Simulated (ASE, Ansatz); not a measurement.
# Forces and charges in random rock-salt alloy of HfC and HfN (512 atoms)

What does DFT give for random rock-salt alloy of HfC and HfN (512 atoms) as built?

Main program and level: Ansatz 0.2.0; Kohn-Sham DFT, PBE, PAW (set soft_2), plane waves.

### Step 1. Starting point

The cell holds 512 atoms: 256 Hf, 224 C and 32 N. Cell: a = 18.502 Å, b = 18.502 Å, c = 18.502 Å, α = 90.0°, β = 90.0°, γ = 90.0°. It derives from HfC (rock-salt) and HfN, repeated 4×4×4. Rock-salt HfC, 4 x 4 x 4 conventional cells, 32 of 256 C sites given to N at random (x = 0.125), lattice by Vegard's rule (a = 4.626 Å); not relaxed, displaced by a Gaussian of 0.02 Å.

Limits known from the start: The host structure and its lattice constant were typed by rule, without a check against the phase diagram. The Brillouin zone is sampled at Γ only, in a cell whose shortest periodic width is 19 Å. No spin–orbit coupling is included, so levels derived from the heavy atoms are approximate.

### Step 2. Plane-wave single point

The electrons are solved once, with the atoms held.

Contents of input.yaml:

```yaml
crystal:
  lattice:
    - [18.5024, 0.0, 0.0]
    - [0.0, 18.5024, 0.0]
    - [0.0, 0.0, 18.5024]
  atoms:
    - { symbol: Hf, position: [0.99962, 0.99975, 0.99988] }
    - { symbol: C, position: [0.1243, 0.0015, 0.99911] }
    - { symbol: Hf, position: [0.999, 0.12461, 0.12431] }
    - { symbol: C, position: [0.12387, 0.12537, 0.12375] }
    - { symbol: Hf, position: [0.12486, 0.00058, 0.12392] }
    - { symbol: C, position: [0.99985, 0.00027, 0.12745] }
    - { symbol: Hf, position: [0.12422, 0.12474, 0.00042] }
    - { symbol: C, position: [4.0e-05, 0.12538, 0.00087] }
    - { symbol: Hf, position: [0.00072, 0.00113, 0.24941] }
    - { symbol: C, position: [0.12628, 0.99984, 0.25047] }
    - { symbol: Hf, position: [7.0e-05, 0.12548, 0.37308] }
    - { symbol: C, position: [0.12204, 0.12403, 0.37435] }
    - { symbol: Hf, position: [0.12696, 0.00017, 0.37404] }
    - { symbol: C, position: [0.00071, 0.0002, 0.3746] }
    - { symbol: Hf, position: [0.12557, 0.12417, 0.24962] }
    - { symbol: C, position: [0.00071, 0.12454, 0.24931] }
    - { symbol: Hf, position: [0.99988, 0.99769, 0.50194] }
    - { symbol: C, position: [0.12579, 0.00066, 0.50148] }
    - { symbol: Hf, position: [0.00049, 0.12489, 0.62389] }
    - { symbol: C, position: [0.12285, 0.12625, 0.62316] }
    - { symbol: Hf, position: [0.12502, 0.99814, 0.62431] }
    - { symbol: C, position: [0.00156, 0.99848, 0.62479] }
    - { symbol: Hf, position: [0.12554, 0.1264, 0.50207] }
    - { symbol: C, position: [0.99843, 0.12375, 0.50059] }
    - { symbol: Hf, position: [0.00056, 0.99971, 0.75151] }
    - { symbol: C, position: [0.12525, 0.99992, 0.75056] }
    - { symbol: Hf, position: [0.99921, 0.12374, 0.87539] }
    - { symbol: "N", position: [0.12367, 0.12588, 0.87549] }
    - { symbol: Hf, position: [0.12346, 0.99935, 0.8767] }
    - { symbol: "N", position: [0.00094, 0.99966, 0.87439] }
    - { symbol: Hf, position: [0.12436, 0.12651, 0.75019] }
    - { symbol: C, position: [0.99764, 0.12575, 0.75174] }
    [... 474 atom lines left out ...]
    - { symbol: Hf, position: [0.74943, 0.87447, 0.8739] }
    - { symbol: C, position: [0.87502, 0.8744, 0.87434] }
    - { symbol: Hf, position: [0.87451, 0.74995, 0.8727] }
    - { symbol: C, position: [0.75058, 0.74958, 0.87687] }
    - { symbol: Hf, position: [0.87498, 0.87557, 0.74843] }
    - { symbol: C, position: [0.74884, 0.87709, 0.74994] }
kpoints:
  mp_grid: { grid: [1, 1, 1] }
hamiltonian:
  xc: pbe
scf:
  occupations: { method: gaussian, width: 0.05 }
output:
  forces: true
  stress: true
  populations: true
  dos:
    method: { smearing: { sigma: 0.1 } }
    de: 0.1
    projected: { site_lists: { C: [C], Hf: [Hf], "N": ["N"] } }
  eigenvalues: true
  write_density: true
  write_potential: true
  volumetric_format: npy
  elf: true
```

Launch:

```sh
> ansatz run input.yaml --threads 32 --pin off --max-ram 143360MiB --backend cuda --events-out ev --progress --plain --runs-dir out
```

Numbers of over 12 decimals in the logs are rounded to 6 here.

What it wrote:

```text
Engine: ansatz 0.2.0, aarch64-unknown-linux-gnu
Pseudopotentials: kind: paw
Pseudopotential: Hf, paw, valence charge 26, recommended cutoff 420 eV (normal), Hf.paw.azcp
Pseudopotential: C, paw, valence charge 4, recommended cutoff 420 eV (normal), C.paw.azcp
Pseudopotential: N, paw, valence charge 5, recommended cutoff 420 eV (normal), N.paw.azcp
[... 5 lines on functional and potentials left out ...]
device memory: the entry about to start is reckoned to put 55.3 GiB on a device that reports 182.5 GiB free
GPU FFT provider: cuFFT
GPU libraries: cuBLAS 13.8.1, cuFFT 12.4.0, cuSOLVER 12.3.2
GPU matrix products: emulated (plane waves: as basis.precision tells), large ones in fixed point in workspaces of 1.00 GiB
Crystal: 512 atoms, lattice volume = 6334.090 Å³
Basis set: ecut = 420 eV, 123905 PW (Γ), exchange–correlation on 250×250×250 points (8 copies of the dense FFT grid, shifted against one another)
Bands: 4628, of which v1, the nominal top of the filled ones, is band 3856 counted from 1 (3855 counted from 0)
Symmetry: 1 space group operations
Space group: P1 (ITA 1), of the structure as read, at distance tolerance 1.9e-4 Å
k-points: 1
[... 7 lines on functional and potentials left out ...]
Initial density: superposition of atomic densities (neutral atoms: chi_scale 0, normalization atom), corrected by the library's trained network
Initial wavefunctions: pseudopotential atomic-orbital guess
GPU buffer pool allocated for 1953125 grid points (all kernels)
GPU transforms: local potential and band sums: pruned to the plane-wave sphere, on 125×125×125
Functional: x = pbe(κ = 0.804, μ = 0.219515), c = pbe(β = 0.066725)
SCF iter   1: F=—  HF=-4093704.022152 eV  |F-HF|=—  |Δ(HF+E_count)|=         —  Δρ=2.71e-3  dr2=2.85e0  ethr=1.77e-3  ⟨swp⟩=6.0  Hψ=14128  notcnv=0  defer=347
preconditioner: auto → Kerker (q_TF=auto, 2.819 Å⁻¹)  [metal: Δε(μ)=0.017 eV  Ē_g=17.458 eV  σ=0.050 eV  W_gap=0.19  n_scr=2372 (ndim 8)  ℏωp=39.6 eV  f_vac=0.000  D(μ)=125.16/eV (n_scr^D=738)]
SCF iter   2: F=—  HF=-4093703.815520 eV  |F-HF|=—  |Δ(HF+E_count)|=   2.07e-1  Δρ=1.22e-3  dr2=1.43e0  ethr=3.70e-5  ⟨swp⟩=2.0  Hψ=5512  notcnv=0  defer=605
SCF iter   3: F=—  HF=-4093703.782770 eV  |F-HF|=—  |Δ(HF+E_count)|=   3.28e-2  Δρ=7.22e-4  dr2=6.33e-1  ethr=1.85e-5  ⟨swp⟩=3.0  Hψ=6718  notcnv=0  defer=605
SCF iter   4: F=—  HF=-4093703.761838 eV  |F-HF|=—  |Δ(HF+E_count)|=   2.09e-2  Δρ=3.69e-4  dr2=2.45e-1  ethr=8.20e-6  ⟨swp⟩=3.0  Hψ=10633  notcnv=0  defer=605
SCF iter   5: F=—  HF=-4093703.771502 eV  |F-HF|=—  |Δ(HF+E_count)|=   9.66e-3  Δρ=3.09e-4  dr2=3.99e-2  ethr=3.18e-6  ⟨swp⟩=2.0  Hψ=4455  notcnv=0  defer=605
SCF iter   6: F=—  HF=-4093703.691745 eV  |F-HF|=—  |Δ(HF+E_count)|=   7.98e-2  Δρ=2.10e-4  dr2=1.15e-2  ethr=5.18e-7  ⟨swp⟩=3.0  Hψ=11603  notcnv=0  defer=605
SCF iter   7: F=—  HF=-4093703.687612 eV  |F-HF|=—  |Δ(HF+E_count)|=   4.13e-3  Δρ=9.69e-5  dr2=5.29e-3  ethr=1.49e-7  ⟨swp⟩=3.0  Hψ=11610  notcnv=0  defer=605
SCF iter   8: F=—  HF=-4093703.687010 eV  |F-HF|=—  |Δ(HF+E_count)|=   6.02e-4  Δρ=6.44e-5  dr2=2.90e-3  ethr=6.85e-8  ⟨swp⟩=2.0  Hψ=7755  notcnv=0  defer=605
SCF iter   9: F=—  HF=-4093703.686811 eV  |F-HF|=—  |Δ(HF+E_count)|=   1.99e-4  Δρ=3.55e-5  dr2=9.30e-4  ethr=3.76e-8  ⟨swp⟩=2.0  Hψ=7606  notcnv=0  defer=605
SCF iter  10: F=—  HF=-4093703.717213 eV  |F-HF|=—  |Δ(HF+E_count)|=   3.04e-2  Δρ=1.57e-5  dr2=1.47e-4  ethr=1.21e-8  ⟨swp⟩=2.0  Hψ=4630  notcnv=0  defer=697
SCF iter  11: F=—  HF=-4093703.717207 eV  |F-HF|=—  |Δ(HF+E_count)|=   6.63e-6  Δρ=8.19e-6  dr2=2.66e-5  ethr=1.90e-9  ⟨swp⟩=5.0  Hψ=11470  notcnv=0  defer=697
SCF iter  12: F=—  HF=-4093703.716536 eV  |F-HF|=—  |Δ(HF+E_count)|=   6.71e-4  Δρ=7.95e-6  dr2=7.66e-6  ethr=3.45e-10  ⟨swp⟩=3.0  Hψ=8844  notcnv=0  defer=697
SCF iter  13: F=—  HF=-4093703.716535 eV  |F-HF|=—  |Δ(HF+E_count)|=   9.14e-7  Δρ=4.38e-6  dr2=3.48e-6  ethr=9.93e-11  ⟨swp⟩=4.0  Hψ=11481  notcnv=0  defer=697
SCF iter  14: F=—  HF=-4093703.716535 eV  |F-HF|=—  |Δ(HF+E_count)|=   1.22e-7  Δρ=2.01e-6  dr2=7.55e-7  ethr=4.51e-11  ⟨swp⟩=3.0  Hψ=8841  notcnv=0  defer=697
SCF iter  15: F=—  HF=-4093703.716535 eV  |F-HF|=—  |Δ(HF+E_count)|=   1.30e-7  Δρ=8.98e-7  dr2=2.51e-7  ethr=9.78e-12  ⟨swp⟩=4.0  Hψ=9910  notcnv=0  defer=697
SCF iter  16: F=-4093703.716535 eV  HF=-4093703.716535 eV  |F-HF|=8.57e-8  |Δ(HF+E_count)|=   2.42e-8  Δρ=5.78e-7  dr2=8.60e-8  ethr=1.30e-12  ⟨swp⟩=74.0  Hψ=86157  notcnv=0
SCF 1 converged in 16 iterations: F = -4093703.716535 eV  dr2 = 8.60e-8
  greatest PAW one-centre occupation: 0.998 electrons in one spin orbital (limit 2), on the Hf atom at site 60 (counted from 0), in its partial waves of l = 0
SCF converged after 16 iterations
Free energy (F): -4093703.716535 eV
Harris-Foulkes:  -4093703.716535 eV  (|F-HF|=8.57e-8)
Internal energy: -4093703.576357 eV  (E = F + TS)
E sigma→0 (E₀):  -4093703.646446 eV
Entropy (-TS):   -0.140178 eV (-0.274 meV/atom)
Fermi energy:    21.161163 eV
--- Per-component energies (eV) ---
  E_band       = 31566.202088
  E_kinetic    = 132487.030127
  E_local      = -1265827.591581  (includes V_loc(G=0)·N_el)
  E_nonlocal   = -310921.668085
  E_hartree    = 599038.403858
  E_xc         = -89791.226154
  E_vxc        = -84350.154979  (∫ρ·V_xc dr)
  E_paw        = -1799769.442598  (= ΣΔE_a)
  E_vpaw       = 362101.706641  (= ΣTr[D̂ρ^β])
  E_aug_tail   = 0.004113  (compensation charges beyond the density's cutoff)
  E_ewald      = -1358919.086037
  E_smearing   = -0.140178  (= −TS)
  E_closure    = 0.000000  (closes the sum)
  Σ components = -4093703.716535   (vs F -4093703.716535, Δ=0.00e0)
--- Forces (eV/Å), atoms counted from 1 ---
[... 512 lines of forces left out ...]
  max |Σ_I F_I| component: 3.76e-5 eV/Å
--- Stress (GPa, compression-positive) ---
        2.160877       0.010119      -0.009323
        0.010119       2.196740       0.010539
       -0.009323       0.010539       2.209071
  P = ⅓ Tr σ = 2.1889 GPa (21.889 kbar)
--- Band table (eV) ---
[... left out ...]
--- Löwdin populations: 512 sites ---
  site symbol       q [e]
[... 512 lines, one an atom, left out ...]
  spilling = 0.001356 (of n_electrons = 7712.000000)
```

The job ended after 30 s (1 × NVIDIA GB200 with 32 threads of Arm Neoverse V2, shared host; peak memory 7.4 GiB).

The column dr2 measures how far the density is from self-consistency, as an energy; F and HF (Harris–Foulkes) agree once it is small.

That memory is the host's; the program planned up to 55.3 GiB on the GPU. Forces of this run were stored rounded, and per-atom blocks of the log weren't kept.

Numbers from this run:

| Item | Value |
| --- | --- |
| free energy | -4093703.7165 eV |
| free energy per atom | -7995.5151 eV/atom |
| SCF cycles | 16 |
| pressure | 2.189 GPa |
| r.m.s. force component | 0.3848 eV/Å |
| longest force | 1.402 eV/Å |
| Fermi energy | 21.16 eV |
| levels partly filled by over 2 per cent | 7 |
| spilling of the projection | 0.001356 |

Length of the force by element:

| element | coordination | atoms | mean length of the force (eV/Å) | spread | least | most |
| --- | --- | --- | --- | --- | --- | --- |
| C | all | 224 | 0.560 | 0.224 | 0.0288 | 1.16 |
| Hf | all | 256 | 0.685 | 0.265 | 0.131 | 1.40 |
| N | all | 32 | 0.458 | 0.165 | 0.157 | 0.912 |

Löwdin charges by element (they lack the spilled electrons, 0.020 e an atom on average):

| element | coordination | atoms | mean charge (e) | spread | least | most |
| --- | --- | --- | --- | --- | --- | --- |
| C | all | 224 | -0.728 | 0.008 | -0.755 | -0.711 |
| Hf | all | 256 | 0.762 | 0.0202 | 0.719 | 0.834 |
| N | all | 32 | -0.675 | 0.0068 | -0.696 | -0.662 |

Charge against the make-up of the first shell:

| C neighbours of Hf | atoms | mean charge (e) |
| --- | --- | --- |
| 3 | 4 | 0.815 |
| 4 | 39 | 0.79 |
| 5 | 102 | 0.769 |
| 6 | 111 | 0.743 |

Density of states as counts of states in windows of 1 eV (from the Fermi level), total and some projections:

| from (eV) | to (eV) | total | Hf d | C p | C s | Hf f |
| --- | --- | --- | --- | --- | --- | --- |
| -14 | -13 | 0.0 | 0.0 | 0.0 | 0.0 | 0.0 |
| -13 | -12 | 459.0 | 2.0 | 0.5 | 11.1 | 434.9 |
| -12 | -11 | 3194.6 | 14.4 | 4.9 | 41.1 | 3110.1 |
| -11 | -10 | 253.1 | 67.6 | 4.0 | 124.8 | 22.7 |
| -10 | -9 | 124.6 | 27.1 | 1.4 | 77.6 | 8.0 |
| -9 | -8 | 0.5 | 0.0 | 0.0 | 0.5 | 0.0 |
| -8 | -7 | 7.0 | 2.7 | 2.0 | 0.0 | 0.0 |
| -7 | -6 | 70.0 | 24.7 | 17.4 | 2.6 | 0.3 |
| -6 | -5 | 191.7 | 62.3 | 59.1 | 5.3 | 0.8 |
| -5 | -4 | 227.3 | 69.4 | 93.3 | 4.3 | 0.7 |
| -4 | -3 | 508.2 | 197.3 | 265.4 | 5.9 | 0.9 |
| -3 | -2 | 432.2 | 183.8 | 224.8 | 5.0 | 1.6 |
| -2 | -1 | 80.9 | 34.5 | 40.8 | 0.1 | 0.4 |
| -1 | 0 | 49.4 | 16.0 | 29.9 | 0.0 | 0.3 |
| 0 | 1 | 172.3 | 101.6 | 56.4 | 1.1 | 0.5 |
| 1 | 2 | 112.6 | 85.9 | 17.5 | 2.5 | 0.2 |
| 2 | 3 | 198.0 | 147.5 | 34.0 | 1.6 | 0.4 |
| 3 | 4 | 318.5 | 242.1 | 44.9 | 5.2 | 0.4 |

Between -26 and -14 eV lie 64 more states.

The stored curve holds about 5663 of the 7712 electrons; the rest, give or take the few that broadening carries across the Fermi level, lie in deeper levels below its range.

Not all projections were asked for or kept, so they needn't add up to the total.

The levels nearest the highest filled one (over half full), pooled over k-points and spins:

| level less the highest filled one (eV) | occupation |
| --- | --- |
| -0.678 | 2 |
| -0.658 | 2 |
| -0.043 | 1.84 |
| -0.0342 | 1.75 |
| -0.0246 | 1.62 |
| 0 | 1.15 |
| 0.0178 | 0.754 |
| 0.0262 | 0.582 |
| 0.0448 | 0.281 |
| 0.0938 | 0.014 |
| 0.115 | 0.002 |
| 0.167 | 0 |

Mean Löwdin charges: C -0.73, Hf +0.76, N -0.68 e. The charge on Hf changes by -0.024 e for each C neighbour that takes the place of another kind, on average. Within 0.4 eV of the Fermi level the largest share is Hf d (58 % of the projected weight).

### Step 3. Structure statistics

Bonds and neighbours are counted at the geometry of the runs.

Density 12.8 g/cm³, 12.37 Å³ an atom.

Pair distribution functions g(r), in bins of 0.2 Å:

| r (Å) | total | Hf-Hf | Hf-C | Hf-N | C-C | C-N | N-N |
| --- | --- | --- | --- | --- | --- | --- | --- |
| 2.20 | 1.88 | 0.00 | 3.67 | 4.34 | 0.00 | 0.00 | 0.00 |
| 2.40 | 3.65 | 0.00 | 7.36 | 6.70 | 0.00 | 0.00 | 0.00 |
| 2.60 | 0.00 | 0.00 | 0.00 | 0.00 | 0.00 | 0.00 | 0.00 |
| 2.80 | 0.00 | 0.00 | 0.00 | 0.00 | 0.00 | 0.00 | 0.00 |
| 3.00 | 0.00 | 0.00 | 0.00 | 0.00 | 0.00 | 0.00 | 0.00 |
| 3.20 | 4.67 | 9.38 | 0.00 | 0.00 | 9.26 | 9.54 | 8.35 |
| 3.40 | 0.85 | 1.66 | 0.00 | 0.00 | 1.75 | 1.81 | 0.45 |
| 3.60 | 0.00 | 0.00 | 0.00 | 0.00 | 0.00 | 0.00 | 0.00 |
| 3.80 | 0.00 | 0.00 | 0.00 | 0.00 | 0.00 | 0.00 | 0.00 |
| 4.00 | 2.45 | 0.00 | 4.91 | 4.90 | 0.00 | 0.00 | 0.00 |
| 4.20 | 0.00 | 0.00 | 0.00 | 0.00 | 0.00 | 0.00 | 0.00 |
| 4.40 | 0.00 | 0.00 | 0.00 | 0.00 | 0.00 | 0.00 | 0.00 |
| 4.60 | 1.37 | 2.75 | 0.00 | 0.00 | 2.76 | 2.72 | 3.00 |
| 4.80 | 0.01 | 0.01 | 0.00 | 0.00 | 0.01 | 0.00 | 0.00 |
| 5.00 | 0.02 | 0.00 | 0.04 | 0.06 | 0.00 | 0.00 | 0.00 |
| 5.20 | 4.39 | 0.00 | 8.77 | 8.78 | 0.00 | 0.00 | 0.00 |
| 5.40 | 0.00 | 0.00 | 0.00 | 0.00 | 0.00 | 0.00 | 0.00 |
| 5.60 | 3.30 | 6.57 | 0.00 | 0.00 | 6.59 | 6.58 | 6.16 |
| 5.80 | 0.39 | 0.77 | 0.00 | 0.00 | 0.76 | 0.88 | 0.45 |
| 6.00 | 0.00 | 0.00 | 0.00 | 0.00 | 0.00 | 0.00 | 0.00 |
| 6.20 | 0.00 | 0.00 | 0.00 | 0.00 | 0.00 | 0.00 | 0.00 |
| 6.40 | 0.10 | 0.20 | 0.00 | 0.00 | 0.20 | 0.25 | 0.35 |
| 6.60 | 1.28 | 2.56 | 0.00 | 0.00 | 2.57 | 2.40 | 3.21 |
| 6.80 | 0.27 | 0.00 | 0.52 | 0.65 | 0.00 | 0.00 | 0.00 |
| 7.00 | 2.80 | 0.00 | 5.62 | 5.50 | 0.00 | 0.00 | 0.00 |
| 7.20 | 0.70 | 1.39 | 0.00 | 0.00 | 1.42 | 1.47 | 1.02 |
| 7.40 | 1.51 | 3.03 | 0.00 | 0.00 | 2.99 | 3.03 | 2.83 |
| 7.60 | 1.70 | 0.00 | 3.42 | 3.30 | 0.00 | 0.00 | 0.00 |

Bonds by pair of elements; cutoffs follow the first minimum of g(r), held within bounds set by covalent radii, and pairs that aren't listed don't count as bonded (cutoffs were set anew for this text, so counts can differ from the run's own analysis):

| pair A-B | cutoff (Å) | bonds | mean length (Å) | spread (Å) | shortest (Å) | B about A | A about B |
| --- | --- | --- | --- | --- | --- | --- | --- |
| Hf-C | 2.77 | 1344 | 2.31 | 0.028 | 2.22 | 5.25 | 6 |
| Hf-N | 2.77 | 192 | 2.31 | 0.029 | 2.25 | 0.75 | 6 |

How many atoms have how many bonded neighbours:

| element | mean | 6 |
| --- | --- | --- |
| C | 6 | 224 |
| Hf | 6 | 256 |
| N | 6 | 32 |

Bond angles, per cent of each kind in bins of 5°:

| angle (°) | Hf-C-Hf | C-Hf-C | C-Hf-N | Hf-N-Hf | N-Hf-N |
| --- | --- | --- | --- | --- | --- |
| 85–90 | 39.9 | 38.7 | 40.2 | 40.4 | 33.3 |
| 90–95 | 40.1 | 41.2 | 40.4 | 39.6 | 41.2 |
| 95–100 | 0.0 | 0.0 | 0.0 | 0.0 | 0.0 |
| 100–105 | 0.0 | 0.0 | 0.0 | 0.0 | 0.0 |
| 105–110 | 0.0 | 0.0 | 0.0 | 0.0 | 0.0 |
| 110–115 | 0.0 | 0.0 | 0.0 | 0.0 | 0.0 |
| 115–120 | 0.0 | 0.0 | 0.0 | 0.0 | 0.0 |
| 120–125 | 0.0 | 0.0 | 0.0 | 0.0 | 0.0 |
| 125–130 | 0.0 | 0.0 | 0.0 | 0.0 | 0.0 |
| 130–135 | 0.0 | 0.0 | 0.0 | 0.0 | 0.0 |
| 135–140 | 0.0 | 0.0 | 0.0 | 0.0 | 0.0 |
| 140–145 | 0.0 | 0.0 | 0.0 | 0.0 | 0.0 |
| 145–150 | 0.0 | 0.0 | 0.0 | 0.0 | 0.0 |
| 150–155 | 0.0 | 0.0 | 0.0 | 0.0 | 0.0 |
| 155–160 | 0.0 | 0.0 | 0.0 | 0.0 | 0.0 |
| 160–165 | 0.0 | 0.0 | 0.0 | 0.0 | 0.0 |
| 165–170 | 0.0 | 0.0 | 0.0 | 0.0 | 0.0 |
| 170–175 | 0.0 | 0.0 | 0.0 | 0.0 | 0.0 |
| 175–180 | 20.0 | 20.1 | 19.3 | 20.0 | 25.5 |

Bond angles (no mean is given where the spread exceeds 20°):

| angle | count | mean (°) | spread (°) |
| --- | --- | --- | --- |
| Hf-C-Hf | 3360 | - | - |
| C-Hf-C | 2931 | - | - |
| C-Hf-N | 858 | - | - |
| Hf-N-Hf | 480 | - | - |
| N-Hf-N | 51 | - | - |

For some of the pairs, g(r) has its first main peak near 3.27 Å (Hf-Hf), 2.31 Å (Hf-C), 2.31 Å (Hf-N), 3.27 Å (C-C), 3.27 Å (C-N) and 3.26 Å (N-N). Counting bonds as in the table, all C atoms have 6, all Hf atoms have 6 and all N atoms have 6 bonded neighbours.

A closer look about Hf61, whose charge lies farthest from its element's mean: 13 atoms, nearest first, numbered in the order of the input, with positions taken from that point.

| atom | x | y | z | distance (Å) | bonds | Löwdin charge (e) | Fx | Fy | Fz (eV/Å) |
| --- | --- | --- | --- | --- | --- | --- | --- | --- | --- |
| Hf61 | 0.00 | 0.00 | 0.00 | 0.00 | 6 | 0.83 | -0.10 | 0.67 | -0.93 |
| N34 | 0.04 | 0.00 | 2.25 | 2.25 | 6 | -0.68 | -0.44 | 0.04 | 0.04 |
| C62 | -2.28 | 0.04 | -0.04 | 2.28 | 6 | -0.75 | -0.46 | -0.50 | 0.28 |
| N28 | -0.02 | -2.28 | -0.03 | 2.28 | 6 | -0.69 | 0.15 | -0.05 | -0.01 |
| C60 | 0.01 | 2.29 | -0.02 | 2.29 | 6 | -0.74 | 0.19 | 0.06 | 0.01 |
| N190 | 2.32 | 0.00 | -0.07 | 2.32 | 6 | -0.70 | 0.04 | 0.23 | 0.38 |
| C58 | 0.03 | 0.01 | -2.36 | 2.36 | 6 | -0.74 | -0.21 | -0.04 | 0.55 |
| Hf33 | -2.32 | 0.02 | 2.27 | 3.25 | 6 | 0.79 | 0.25 | 0.10 | 0.22 |
| Hf7 | -0.01 | -2.31 | 2.29 | 3.25 | 6 | 0.78 | 0.12 | -0.17 | 0.33 |
| Hf161 | 2.31 | 0.02 | 2.29 | 3.25 | 6 | 0.79 | 0.50 | -0.45 | 0.32 |
| Hf39 | 0.03 | 2.32 | 2.29 | 3.26 | 6 | 0.76 | -0.49 | 0.52 | -0.05 |
| Hf155 | 2.31 | -2.30 | -0.05 | 3.26 | 6 | 0.79 | 0.53 | -0.21 | 0.13 |
| Hf31 | 0.00 | -2.27 | -2.34 | 3.26 | 6 | 0.77 | -0.03 | -0.49 | -0.39 |

The column of bonds counts only the pairs Hf-C within 2.77 Å, Hf-N within 2.77 Å; other neighbours, such as metal atoms beside each other in a compound, aren't counted, and periodic images can show an atom twice.

### Step 4. What came out

```
free energy per atom       : -7995.5151 eV/atom
density                    : 12.8 g/cm³
pressure                   : 2.189 GPa
r.m.s. force component     : 0.3848 eV/Å
wall time of the 1 DFT run : 30 s
```

What this shows: 7 levels are partly filled by over 2 % (at Γ alone), and the list of levels jumps by 0.61 eV between -0.66 and -0.04 eV: the Fermi level sits among few, sparse states, as at a band edge, among defect levels or in a metal whose levels bunch into shells on a coarse mesh. Counting bonds as in the table, all C atoms have 6, all Hf atoms have 6 and all N atoms have 6 bonded neighbours.

**Limits.** The geometry was built by rule, was displaced at random and isn't relaxed at this level: its force components are 0.38 eV/Å r.m.s. The pressure of 2.2 GPa belongs to a cell and atoms that aren't relaxed at this level.

[Logs are printed without paths, hosts, clocks, repeated set-up lines and the standing remarks that a program may print on its own settings, such as how far it seeks lower states.]

[Hosts, paths, dates, database ids (printed as entryN), source tags and the programs' standing remarks are cut or masked in the printed files.]
